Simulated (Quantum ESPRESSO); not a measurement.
# Projected density of states of magnetic NiWO4, part 2 of 2

Aim: the densities of states of NiWO4 in the lowest state of several starts.

Quantum ESPRESSO 7.5; PBEsol with U = 6 eV on Ni d (ortho-atomic projectors); plane waves with GBRV 1.5 PBEsol potentials, no spin-orbit coupling.

So far, absolute magnetization (μB): step 2 (the magnetic state) 3.86.

## (3) Post-processing

Level of this step: PBEsol with U = 6 eV on Ni d (ortho-atomic projectors); plane waves with GBRV 1.5 PBEsol potentials, no spin-orbit coupling, projections on orthogonalised atomic orbitals (Quantum ESPRESSO).

projwfc.in reads:

```
&PROJWFC
  prefix = 'pwscf'
  outdir = './tmp'
  filpdos = 'pdos'
  ngauss = 0
  degauss = 0.01
  DeltaE = 0.05
  Emin = 2.44
  Emax = 16.44
/
```

Started as:

```
> OMP_NUM_THREADS=1 mpirun -n 4 projwfc.x -nk 4 -in projwfc.in > projwfc.out
```

The log of the run:

```text
[banner, memory and clock lines left out]
Program PROJWFC v.7.5 starts

     [... lines left out ...]
     IMPORTANT: XC functional enforced from input :
     Exchange-correlation= PBESOL
                           (   1   4  10   8   0   0   0)
     Any further DFT definition will be discarded
     Please, verify this is what you really want

     G-vector sticks info

     Check: negative core charge=   -0.000006

     negative rho (up, down):  6.337E-02 6.337E-02

     Gaussian broadening (read from input): ngauss,degauss=   0    0.010000

     Calling projwave ....

  Problem Sizes
  natomwfc =           84
  nbnd     =           76
  nkstot   =           60
  npwx     =         3730
  nkb      =          192

     Atomic states used for projection
     (read from pseudopotential files):

     state #   1: atom   1 (Ni1), wfc  1 (l=0 m= 1)
     state #   2: atom   1 (Ni1), wfc  2 (l=1 m= 1)
     state #   3: atom   1 (Ni1), wfc  2 (l=1 m= 2)
     state #   4: atom   1 (Ni1), wfc  2 (l=1 m= 3)
     state #   5: atom   1 (Ni1), wfc  3 (l=2 m= 1)
     state #   6: atom   1 (Ni1), wfc  3 (l=2 m= 2)
     state #   7: atom   1 (Ni1), wfc  3 (l=2 m= 3)
     state #   8: atom   1 (Ni1), wfc  3 (l=2 m= 4)
     state #   9: atom   1 (Ni1), wfc  3 (l=2 m= 5)
     state #  10: atom   1 (Ni1), wfc  4 (l=0 m= 1)
     state #  11: atom   1 (Ni1), wfc  5 (l=1 m= 1)
     state #  12: atom   1 (Ni1), wfc  5 (l=1 m= 2)
     state #  13: atom   1 (Ni1), wfc  5 (l=1 m= 3)
     state #  14: atom   2 (Ni2), wfc  1 (l=0 m= 1)
     state #  15: atom   2 (Ni2), wfc  2 (l=1 m= 1)
     state #  16: atom   2 (Ni2), wfc  2 (l=1 m= 2)
     state #  17: atom   2 (Ni2), wfc  2 (l=1 m= 3)
     state #  18: atom   2 (Ni2), wfc  3 (l=2 m= 1)
     state #  19: atom   2 (Ni2), wfc  3 (l=2 m= 2)
     state #  20: atom   2 (Ni2), wfc  3 (l=2 m= 3)
     state #  21: atom   2 (Ni2), wfc  3 (l=2 m= 4)
     state #  22: atom   2 (Ni2), wfc  3 (l=2 m= 5)
     state #  23: atom   2 (Ni2), wfc  4 (l=0 m= 1)
     state #  24: atom   2 (Ni2), wfc  5 (l=1 m= 1)
     state #  25: atom   2 (Ni2), wfc  5 (l=1 m= 2)
     state #  26: atom   2 (Ni2), wfc  5 (l=1 m= 3)
     state #  27: atom   3 (W  ), wfc  1 (l=0 m= 1)
     state #  28: atom   3 (W  ), wfc  2 (l=1 m= 1)
     state #  29: atom   3 (W  ), wfc  2 (l=1 m= 2)
     state #  30: atom   3 (W  ), wfc  2 (l=1 m= 3)
     state #  31: atom   3 (W  ), wfc  3 (l=2 m= 1)
     state #  32: atom   3 (W  ), wfc  3 (l=2 m= 2)
     state #  33: atom   3 (W  ), wfc  3 (l=2 m= 3)
     state #  34: atom   3 (W  ), wfc  3 (l=2 m= 4)
     state #  35: atom   3 (W  ), wfc  3 (l=2 m= 5)
     state #  36: atom   3 (W  ), wfc  4 (l=0 m= 1)
     state #  37: atom   3 (W  ), wfc  5 (l=1 m= 1)
     state #  38: atom   3 (W  ), wfc  5 (l=1 m= 2)
     state #  39: atom   3 (W  ), wfc  5 (l=1 m= 3)
     state #  40: atom   4 (W  ), wfc  1 (l=0 m= 1)
     state #  41: atom   4 (W  ), wfc  2 (l=1 m= 1)
     state #  42: atom   4 (W  ), wfc  2 (l=1 m= 2)
     state #  43: atom   4 (W  ), wfc  2 (l=1 m= 3)
     state #  44: atom   4 (W  ), wfc  3 (l=2 m= 1)
     state #  45: atom   4 (W  ), wfc  3 (l=2 m= 2)
     state #  46: atom   4 (W  ), wfc  3 (l=2 m= 3)
     state #  47: atom   4 (W  ), wfc  3 (l=2 m= 4)
     state #  48: atom   4 (W  ), wfc  3 (l=2 m= 5)
     state #  49: atom   4 (W  ), wfc  4 (l=0 m= 1)
     state #  50: atom   4 (W  ), wfc  5 (l=1 m= 1)
     state #  51: atom   4 (W  ), wfc  5 (l=1 m= 2)
     state #  52: atom   4 (W  ), wfc  5 (l=1 m= 3)
     state #  53: atom   5 (O  ), wfc  1 (l=0 m= 1)
     state #  54: atom   5 (O  ), wfc  2 (l=1 m= 1)
     state #  55: atom   5 (O  ), wfc  2 (l=1 m= 2)
     state #  56: atom   5 (O  ), wfc  2 (l=1 m= 3)
     state #  57: atom   6 (O  ), wfc  1 (l=0 m= 1)
     state #  58: atom   6 (O  ), wfc  2 (l=1 m= 1)
     state #  59: atom   6 (O  ), wfc  2 (l=1 m= 2)
     state #  60: atom   6 (O  ), wfc  2 (l=1 m= 3)
     state #  61: atom   7 (O  ), wfc  1 (l=0 m= 1)
     state #  62: atom   7 (O  ), wfc  2 (l=1 m= 1)
     state #  63: atom   7 (O  ), wfc  2 (l=1 m= 2)
     state #  64: atom   7 (O  ), wfc  2 (l=1 m= 3)
     state #  65: atom   8 (O  ), wfc  1 (l=0 m= 1)
     state #  66: atom   8 (O  ), wfc  2 (l=1 m= 1)
     state #  67: atom   8 (O  ), wfc  2 (l=1 m= 2)
     state #  68: atom   8 (O  ), wfc  2 (l=1 m= 3)
     state #  69: atom   9 (O  ), wfc  1 (l=0 m= 1)
     state #  70: atom   9 (O  ), wfc  2 (l=1 m= 1)
     state #  71: atom   9 (O  ), wfc  2 (l=1 m= 2)
     state #  72: atom   9 (O  ), wfc  2 (l=1 m= 3)
     state #  73: atom  10 (O  ), wfc  1 (l=0 m= 1)
     state #  74: atom  10 (O  ), wfc  2 (l=1 m= 1)
     state #  75: atom  10 (O  ), wfc  2 (l=1 m= 2)
     state #  76: atom  10 (O  ), wfc  2 (l=1 m= 3)
     state #  77: atom  11 (O  ), wfc  1 (l=0 m= 1)
     state #  78: atom  11 (O  ), wfc  2 (l=1 m= 1)
     state #  79: atom  11 (O  ), wfc  2 (l=1 m= 2)
     state #  80: atom  11 (O  ), wfc  2 (l=1 m= 3)
     state #  81: atom  12 (O  ), wfc  1 (l=0 m= 1)
     state #  82: atom  12 (O  ), wfc  2 (l=1 m= 1)
     state #  83: atom  12 (O  ), wfc  2 (l=1 m= 2)
     state #  84: atom  12 (O  ), wfc  2 (l=1 m= 3)

 [... projections of the bands left out ...]

Lowdin Charges:

     Atom #   1: total charge =  17.5006, s =  2.3696, p =  6.9474, d =  8.1835,
                 spin up      =   9.6242, s =  1.1881,
                 spin up      =   9.6242, p =  3.4770, pz=  1.1570, px=  1.1585, py=  1.1615,
                 spin up      =   9.6242, d =  4.9591, dz2=  0.9921, dxz=  0.9914, dyz=  0.9924, dx2-y2=  0.9943, dxy=  0.9889,
                 spin down    =   7.8763, s =  1.1815,
                 spin down    =   7.8763, p =  3.4704, pz=  1.1550, px=  1.1555, py=  1.1600,
                 spin down    =   7.8763, d =  3.2244, dz2=  0.7162, dxz=  0.4495, dyz=  0.7368, dx2-y2=  0.9368, dxy=  0.3851,
                 polarization =   1.7479, s =  0.0066, p =  0.0066, d =  1.7347,
     Atom #   2: total charge =  17.5006, s =  2.3696, p =  6.9474, d =  8.1835,
                 spin up      =   7.8763, s =  1.1815,
                 spin up      =   7.8763, p =  3.4704, pz=  1.1550, px=  1.1555, py=  1.1600,
                 spin up      =   7.8763, d =  3.2244, dz2=  0.7162, dxz=  0.4495, dyz=  0.7368, dx2-y2=  0.9368, dxy=  0.3851,
                 spin down    =   9.6242, s =  1.1881,
                 spin down    =   9.6242, p =  3.4770, pz=  1.1570, px=  1.1585, py=  1.1615,
                 spin down    =   9.6242, d =  4.9591, dz2=  0.9921, dxz=  0.9914, dyz=  0.9924, dx2-y2=  0.9943, dxy=  0.9889,
                 polarization =  -1.7479, s = -0.0066, p = -0.0066, d = -1.7347,
     Atom #   3: total charge =  13.0706, s =  2.4098, p =  6.9471, d =  3.7137,
                 spin up      =   6.5313, s =  1.2048,
                 spin up      =   6.5313, p =  3.4734, pz=  1.1564, px=  1.1583, py=  1.1587,
                 spin up      =   6.5313, d =  1.8531, dz2=  0.3687, dxz=  0.3842, dyz=  0.3552, dx2-y2=  0.3700, dxy=  0.3749,
                 spin down    =   6.5393, s =  1.2050,
                 spin down    =   6.5393, p =  3.4737, pz=  1.1556, px=  1.1580, py=  1.1602,
                 spin down    =   6.5393, d =  1.8605, dz2=  0.3750, dxz=  0.3720, dyz=  0.3564, dx2-y2=  0.3704, dxy=  0.3868,
                 polarization =  -0.0079, s = -0.0002, p = -0.0003, d = -0.0074,
     Atom #   4: total charge =  13.0706, s =  2.4098, p =  6.9471, d =  3.7137,
                 spin up      =   6.5392, s =  1.2050,
                 spin up      =   6.5392, p =  3.4737, pz=  1.1556, px=  1.1580, py=  1.1602,
                 spin up      =   6.5392, d =  1.8605, dz2=  0.3750, dxz=  0.3720, dyz=  0.3564, dx2-y2=  0.3704, dxy=  0.3868,
                 spin down    =   6.5313, s =  1.2048,
                 spin down    =   6.5313, p =  3.4734, pz=  1.1564, px=  1.1583, py=  1.1587,
                 spin down    =   6.5313, d =  1.8531, dz2=  0.3687, dxz=  0.3842, dyz=  0.3552, dx2-y2=  0.3700, dxy=  0.3749,
                 polarization =   0.0079, s =  0.0002, p =  0.0003, d =  0.0074,
     Atom #   5: total charge =   6.3684, s =  1.6119, p =  4.7565, d =  0.0000,
                 spin up      =   3.1735, s =  0.8028,
                 spin up      =   3.1735, p =  2.3707, pz=  0.7775, px=  0.7927, py=  0.8005,
                 spin up      =   3.1735, d =  0.0000, dz2=  0.0000, dxz=  0.0000, dyz=  0.0000, dx2-y2=  0.0000, dxy=  0.0000,
                 spin down    =   3.1949, s =  0.8092,
                 spin down    =   3.1949, p =  2.3858, pz=  0.7788, px=  0.7990, py=  0.8080,
                 spin down    =   3.1949, d =  0.0000, dz2=  0.0000, dxz=  0.0000, dyz=  0.0000, dx2-y2=  0.0000, dxy=  0.0000,
                 polarization =  -0.0215, s = -0.0064, p = -0.0151, d =  0.0000,
     Atom #   6: total charge =   6.3684, s =  1.6119, p =  4.7565, d =  0.0000,
                 spin up      =   3.1735, s =  0.8028,
                 spin up      =   3.1735, p =  2.3707, pz=  0.7775, px=  0.7927, py=  0.8005,
                 spin up      =   3.1735, d =  0.0000, dz2=  0.0000, dxz=  0.0000, dyz=  0.0000, dx2-y2=  0.0000, dxy=  0.0000,
                 spin down    =   3.1949, s =  0.8092,
                 spin down    =   3.1949, p =  2.3858, pz=  0.7788, px=  0.7990, py=  0.8080,
                 spin down    =   3.1949, d =  0.0000, dz2=  0.0000, dxz=  0.0000, dyz=  0.0000, dx2-y2=  0.0000, dxy=  0.0000,
                 polarization =  -0.0215, s = -0.0064, p = -0.0151, d =  0.0000,
     Atom #   7: total charge =   6.3684, s =  1.6119, p =  4.7565, d =  0.0000,
                 spin up      =   3.1949, s =  0.8092,
                 spin up      =   3.1949, p =  2.3858, pz=  0.7788, px=  0.7990, py=  0.8080,
                 spin up      =   3.1949, d =  0.0000, dz2=  0.0000, dxz=  0.0000, dyz=  0.0000, dx2-y2=  0.0000, dxy=  0.0000,
                 spin down    =   3.1735, s =  0.8028,
                 spin down    =   3.1735, p =  2.3707, pz=  0.7775, px=  0.7927, py=  0.8005,
                 spin down    =   3.1735, d =  0.0000, dz2=  0.0000, dxz=  0.0000, dyz=  0.0000, dx2-y2=  0.0000, dxy=  0.0000,
                 polarization =   0.0215, s =  0.0064, p =  0.0151, d =  0.0000,
     Atom #   8: total charge =   6.3684, s =  1.6119, p =  4.7565, d =  0.0000,
                 spin up      =   3.1949, s =  0.8092,
                 spin up      =   3.1949, p =  2.3858, pz=  0.7788, px=  0.7990, py=  0.8080,
                 spin up      =   3.1949, d =  0.0000, dz2=  0.0000, dxz=  0.0000, dyz=  0.0000, dx2-y2=  0.0000, dxy=  0.0000,
                 spin down    =   3.1735, s =  0.8028,
                 spin down    =   3.1735, p =  2.3707, pz=  0.7775, px=  0.7927, py=  0.8005,
                 spin down    =   3.1735, d =  0.0000, dz2=  0.0000, dxz=  0.0000, dyz=  0.0000, dx2-y2=  0.0000, dxy=  0.0000,
                 polarization =   0.0215, s =  0.0064, p =  0.0151, d =  0.0000,
     Atom #   9: total charge =   6.2813, s =  1.6178, p =  4.6635, d =  0.0000,
                 spin up      =   3.1389, s =  0.8095,
                 spin up      =   3.1389, p =  2.3294, pz=  0.7626, px=  0.7869, py=  0.7800,
                 spin up      =   3.1389, d =  0.0000, d
```

Wall time 4.6 s (4 MPI ranks of Intel Xeon Platinum 8488C (Sapphire Rapids), shared host); peak memory 0.47 GiB; 18 s of CPU time.

The density of states has structure finer than the step of the table below, so its rows give means over 0.5 eV, whole bins alone (the curve runs from -9.00 to 5.05 eV). Peaks (eV: height): up = down -7.80: 6.65, -5.70: 5.66, -5.20: 6.34, -4.25: 6.04; Ni1 d up = Ni2 d down -7.80: 2.44, -5.70: 1.55; Ni1 d down = Ni2 d up -4.90: 1.31, -4.20: 1.65, 1.30: 0.636, 3.05: 1.54; W3 d up -5.20: 0.417, 2.05: 1.4; W3 d down -7.75: 0.511, -5.75: 0.43, 2.00: 1.67.

Gaussian broadening of 0.136 eV on the SCF mesh. Table of density of states by energy, zero at the Fermi level; means over each step; values in states/eV/cell:

```csv
energy (eV),up = down,Ni1 d up = Ni2 d down,Ni1 d down = Ni2 d up,W3 d up,W3 d down,O5 p up,O5 p down
-8.5,0.0794,0.0183,8.3e-4,0.00837,0.00566,0.00289,0.00646
-8.0,4.21,1.52,0.0542,0.292,0.267,0.121,0.260
-7.5,4.61,1.16,0.100,0.333,0.414,0.185,0.254
-7.0,4.21,0.863,0.163,0.345,0.370,0.239,0.298
-6.5,4.08,1.03,0.145,0.331,0.262,0.329,0.234
-6.0,4.93,1.40,0.232,0.342,0.326,0.383,0.229
-5.5,5.18,1.33,0.473,0.345,0.306,0.290,0.218
-5.0,5.55,0.829,1.09,0.301,0.288,0.330,0.234
-4.5,4.69,0.368,1.11,0.214,0.257,0.255,0.245
-4.0,5.62,0.266,1.41,0.229,0.235,0.361,0.329
-3.5,5.40,0.233,0.718,0.143,0.185,0.456,0.491
-3.0,4.94,0.153,0.418,0.104,0.104,0.519,0.502
-2.5,4.93,0.279,0.276,0.0872,0.0857,0.521,0.620
-2.0,4.80,0.339,0.176,0.0611,0.0484,0.563,0.699
-1.5,0.787,0.0416,0.0401,0.00587,0.00416,0.137,0.105
-1.0,6.7e-6,0,0,0,0,0,0
-0.5,0,0,0,0,0,0,0
0.0,0,0,0,0,0,0,0
0.5,0,0,0,0,0,0,0
1.0,0.688,0.00271,0.162,0.212,0.172,0.0112,0.00785
1.5,3.54,0.0117,0.549,1.10,0.940,0.0782,0.0801
2.0,4.79,0.0192,0.423,1.24,1.47,0.117,0.178
2.5,2.81,0.00776,0.389,0.689,0.732,0.0831,0.0853
3.0,2.88,0.00489,1.34,0.404,0.332,0.0852,0.0426
3.5,1.29,0.00202,0.562,0.175,0.161,0.0556,0.0153
4.0,3.5e-4,0,1.4e-4,5.2e-5,4.6e-5,1.4e-5,6.4e-6
4.5,0.0239,0,4.4e-5,7.9e-5,1.1e-4,3.4e-5,4.4e-5
```

## (4) Summary of results

| Property | Result |
| --- | --- |
| state | antiferromagnetic |
| largest moment in a sphere | 1.69 μB |

The most distinct maxima of the density of states (up = down) lie at -7.80, -5.70, -5.20, -4.25 and -3.05 eV, the highest at -7.80 eV. These are Kohn–Sham states without spin–orbit coupling, on the mesh of the self-consistent run. The moments are opposed on like sites, so the totals of the two spins are equal and the projections on single atoms show the splitting.

[Logs and program files are shortened in this print: banners, set-up blocks, solver, clock and traceback lines can be left out without a mark of their own.]

[Logs are printed without paths, hosts, clocks, repeated set-up lines and the standing remarks that a program may print on its own settings, such as how far it seeks lower states.]

[Hosts, paths, dates, database ids (printed as entryN), source tags and the programs' standing remarks are cut or masked in the printed files.]

[Where a cell is said to come from a database of computed structures, the database is the Materials Project.]
